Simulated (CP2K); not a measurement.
Consider ammonia borane at its PBE geometry (Å).

```xyz
8

N    -0.7960   -0.1129    0.0034
B     0.8362    0.1192   -0.0062
H    -1.2550    0.5082    0.6750
H    -1.0326   -1.0740    0.2636
H    -1.2097    0.0680   -0.9148
H     0.9932    1.2812   -0.3216
H     1.2666   -0.6653   -0.8269
H     1.1974   -0.1243    1.1274
```

Method: CP2K XAS_TDP, all-electron GAPW, PBEh(45%), aug-cc-pVTZ, TDA, GW2X-corrected core level, no relativity.

**Question.** Where do the N K-edge lines lie, and how strong are they?

Leading lines: N1 404.41 eV. The leading line of an atom is its first one with 35 % of the strongest within 2.5 eV of its lowest line over the strength cut. Core ionisation energies at this level: N1 406.98 eV.

The first six lines of each atom with a strength over 0.0015:

```
                    atom  energy (eV)  states  strength, one atom  above the computed threshold
N1 (bonded to B and 3 H)       403.25       1              0.0087                              
                               404.41       2              0.0689                              
                               406.66       2              0.0089                              
                               407.07       2              0.0017                           yes
                               407.12       1              0.0074                           yes
                               407.43       2              0.0068                           yes
```

Lines are vertical, at one geometry, with no vibrational structure. GW2X ionisation energies and lines can be off by 1 to 2 eV either way, and a good line position may hide errors that cancel. These values hold no scalar relativity, about 0.2 eV for N 1s. Rydberg lines, and the discretised continuum above threshold, depend on the basis and the box.

[Banner, clock and machine lines of the logs are left out without a mark of their own.]

[Logs are printed without paths, hosts, clocks, repeated set-up lines and the standing remarks that a program may print on its own settings, such as how far it seeks lower states.]

[Hosts, paths, dates, database ids (printed as entryN), source tags and the programs' standing remarks are cut or masked in the printed files.]
